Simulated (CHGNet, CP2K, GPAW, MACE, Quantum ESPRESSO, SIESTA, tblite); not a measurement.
**Glassy 86SiO2-5SrO-5ZnO-5MgO (mol %) (63 atoms): other programs against plane waves**

One geometry of glassy 86SiO2-5SrO-5ZnO-5MgO (mol %) (63 atoms) is solved by several programs and methods. How far do their forces lie from a plane-wave PBE run?

Results are calculated, not measured.

**1. The structure**

The cell holds 63 atoms (19 Si, 1 Sr, 1 Zn, 1 Mg and 41 O), with edges of 9.66, 9.66 and 9.66 Å. Recipe: 63 atoms (19 Si, 1 Sr, 1 Zn, 1 Mg, 41 O) placed at random at 2.44 g/cm³, melted at 4000 K for 10 ps at fixed volume with the Morse and Coulomb pair potential with partial charges (Pedone, Malavasi, Menziani, Cormack and Segre, J. Phys. Chem. B 110, 11780 (2006)). Quenched from 4000 K to 300 K at 50 K/ps and fixed volume, held 10 ps at zero pressure. Then every atom was moved at random, 0.05 Å r.m.s. a Cartesian component. The density is 2.52 g/cm³.

**2. The reference input**

Quantum ESPRESSO 7.5: Kohn-Sham DFT, PBE, SSSP efficiency 1.3.0 pseudopotentials, plane waves. Its input, pw.in:

```
&control
  calculation = 'scf'
  pseudo_dir = './pseudo'
  outdir = './tmp'
  disk_io = 'none'
  tprnfor = .true.
  tstress = .true.
/
&system
  ibrav = 0
  nat = 63
  ntyp = 5
  ecutwfc = 60
  ecutrho = 480
  nosym = .true.
  occupations = 'smearing'
  smearing = 'fd'
  degauss = 0.003675
/
&electrons
  conv_thr = 3.2e-07
  electron_maxstep = 100
  mixing_beta = 0.4
  mixing_mode = 'plain'
  diagonalization = 'david'
/
ATOMIC_SPECIES
Si 28.085 Si.upf
Sr 87.620 Sr.upf
Zn 65.380 Zn.upf
Mg 24.305 Mg.upf
O 15.999 O.upf
CELL_PARAMETERS angstrom
9.65803 0.00000 0.00000
0.00000 9.65803 0.00000
0.00000 0.00000 9.65803
ATOMIC_POSITIONS crystal
Si 0.59793 0.17999 0.24857
Si 0.81804 0.77629 0.57151
Si 0.35836 0.01001 0.08947
Si 0.28479 0.52112 0.05350
[... 57 atom lines left out ...]
O 0.70070 0.22484 0.11974
O 0.96431 0.24781 0.10660
K_POINTS gamma
```

```console
$ OMP_NUM_THREADS=1 mpirun -np 4 pw.x -in pw.in > output.txt
```

Wall time 2.1 min (4 MPI ranks of Arm Neoverse V1, shared host); peak memory 2.8 GiB.

It converged with an r.m.s. force component of 2.7 eV/Å and a pressure of 5.8 GPa.

Its highest filled and lowest empty levels lie 2.47 eV apart on its k-points.

**3. What was run beside it**

- CHGNet: machine-learned potential, published weights.
- CP2K 2026.2: Gaussian basis with GTH pseudopotentials and a plane-wave density; labels give functional, basis (MOLOPT sets; SR short-range, UZH the newer set with its own potentials), grid cutoff/relative cutoff and solver (OT: orbital transformation; TRS4, TC2, SIGN: linear-scaling purification with its sparsity filter), or its built-in tight binding.
- GPAW 26.7.0: PAW with atomic orbitals (LCAO), plane waves or a real-space grid of spacing h.
- MACE: machine-learned potential, published weights.
- SIESTA 5.4.2: numerical atomic orbitals, whose automatically made sets are far from complete, with PseudoDojo norm-conserving potentials that we converted to its format (checked against plane waves on the same files for H, C, O, Si, Ge and Ca alone); labels give functional, basis size, energy shift and mesh cutoff.
- tblite 0.8.0: extended tight binding, driven from Python.

All use the same cell and atoms, and the electronic-structure runs the same k-mesh.

**4. All runs compared**

Differences are against the reference: forces as r.m.s. over components, share as that over the reference's r.m.s. force, slope as the fitted ratio of a run's forces to the reference's.

| run | Δ force, r.m.s. (meV/Å) | share (%) | slope | Δ pressure (GPa) | Δ gap (eV) | cores | CPU time | memory (GiB) |
| --- | --- | --- | --- | --- | --- | --- | --- | --- |
| reference | - | - | - | - | - | 4 | 8.3 min | 2.8 |
| CHGNet 0.3.0 potential | 183 | 6.82 | 0.980 | -0.141 | - | 1 | 4.3 s | 0.91 |
| CP2K PBE, DZVP-MOLOPT-SR, 1200/50 Ry, TRS4 filter 1e-03, SCF 1e-04 (coarse) | 330 | 12.3 | 0.958 | 0.451 | - | 2 | 3.3 min | 3.6 |
| CP2K PBE, DZVP-MOLOPT-SR, 1200/50 Ry, diagonalisation | 148 | 5.53 | 0.972 | -0.234 | -0.0302 | 2 | 4.6 min | 8.0 |
| CP2K PBE, DZVP-MOLOPT-SR, 420/50 Ry, diagonalisation (coarse) | 463 | 17.3 | 0.969 | -0.232 | -0.0429 | 2 | 2.1 min | 1.6 |
| GPAW PBE, LCAO dzp, h 0.18 Å | 352 | 13.1 | 1.079 | - | -0.202 | 1 | 1.7 min | 1.1 |
| GPAW PBE, LCAO dzp, h 0.25 Å (coarse) | 372 | 13.9 | 1.079 | - | -0.209 | 1 | 58 s | 0.66 |
| GPAW PBE, LCAO sz(dzp), h 0.18 Å (coarse) | 1029 | 38.4 | 1.190 | - | -0.501 | 1 | 39 s | 0.88 |
| GPAW PBE, LCAO szp(dzp), h 0.18 Å (coarse) | 358 | 13.4 | 1.066 | - | -0.404 | 1 | 77 s | 1.1 |
| MACE MP-0b3 medium potential | 111 | 4.13 | 0.979 | -0.354 | - | 1 | 8 s | 0.9 |
| MACE MPA-0 medium potential | 105 | 3.90 | 0.985 | -0.307 | - | 1 | 8.6 s | 0.9 |
| SIESTA PBE, DZP, shift 0.01 Ry, mesh 500 Ry | 239 | 8.92 | 1.028 | 2.01 | -0.154 | 2 | 5 min | 1.9 |
| tblite GFN1-xTB | 656 | 24.4 | 0.868 | 2.81 | - | 1 | 4 s | 0.11 |

Rows marked coarse were listed beforehand as settings not expected to be converged; some can still land near the reference.

Times of the machine-learned potentials are mostly Python's start and the loading of weights.

CPU time is summed over cores on shared hosts, so it is rough.

**5. Findings**

Forces lie from 3.9 % (MACE MPA-0 medium potential) to 38 % (GPAW PBE, LCAO sz(dzp), h 0.18 Å, coarse) of the reference's r.m.s. force of 2.7 eV/Å away from it. The PBE runs in local orbitals, coarse settings apart, differ by 5.5 % (CP2K PBE, DZVP-MOLOPT-SR, 1200/50 Ry, diagonalisation) to 13 % (GPAW PBE, LCAO dzp, h 0.18 Å); basis, grid and potentials can all enter. Tight binding differs by 24 % (tblite GFN1-xTB); it is another model, with fitted parameters of its own, and the xTB methods hold dispersion. Machine-learned potentials differ by 3.9 % (MACE MPA-0 medium potential) to 6.8 % (CHGNet 0.3.0 potential); they were trained on other programs' data.

Runs with settings chosen to be coarse differ by 12 % (CP2K PBE, DZVP-MOLOPT-SR, 1200/50 Ry, TRS4 filter 1e-03, SCF 1e-04) to 38 % (GPAW PBE, LCAO sz(dzp), h 0.18 Å), their programs' other errors included. GPAW PBE, LCAO sz(dzp), h 0.18 Å stiffens the forces by a factor of 1.19 while following their directions (correlation 0.963); the slopes of the 4 GPAW runs lie between 1.07 and 1.19. From CP2K PBE, DZVP-MOLOPT-SR, 420/50 Ry, diagonalisation to the finer CP2K PBE, DZVP-MOLOPT-SR, 1200/50 Ry, diagonalisation the share falls from 17 to 5.5 %. From GPAW PBE, LCAO dzp, h 0.25 Å to the finer GPAW PBE, LCAO dzp, h 0.18 Å the share goes from 13.9 to 13.1 %, so the grid isn't what parts these runs from the reference. Pressures at PBE, coarse settings apart, lie -0.23 to +2.01 GPa from the reference's. Gaps at PBE, coarse settings apart, lie -0.20 to -0.03 eV from the reference's.

Caveats: Periodic xTB results under one method name differ between programs and library versions. Forces of 2.7 eV/Å r.m.s. are well above thermal ones: they come largely from the bond lengths of the classical model and from the random displacements, and they dominate the comparison. The potentials hold different valence shells: 354 electrons in the reference, 362 in SIESTA; this bears on time and differences. The reference's pressure holds the uncorrected Pulay stress of its 60 Ry basis, so small pressure differences may be the reference's own error. Machine-learned potentials mimic data converged in k, so the reference's own k-point error enters their differences. The quench rate of 50 K/ps is many orders above laboratory rates, so the cell is likely richer in defects and strain than a real sample. The network of bonds at the start is that of the classical potential that made the cell, and needn't be the one that DFT or experiment would give. The electronic-structure runs sample only Γ, in a cell whose shortest periodic width is 10 Å. Where levels are smeared, the DFT runs use Fermi–Dirac occupations at 580 K (0.05 eV), and energies are free energies. The atoms were displaced at random, and shares hang on the size of the forces that this gives. The reference's cutoffs and mesh weren't converged further here.

[Logs are printed without paths, hosts, clocks, repeated set-up lines and the standing remarks that a program may print on its own settings, such as how far it seeks lower states.]

[Hosts, paths, dates, database ids (printed as entryN), source tags and the programs' standing remarks are cut or masked in the printed files.]

[Cells were taken only where this reference lay near another plane-wave run.]
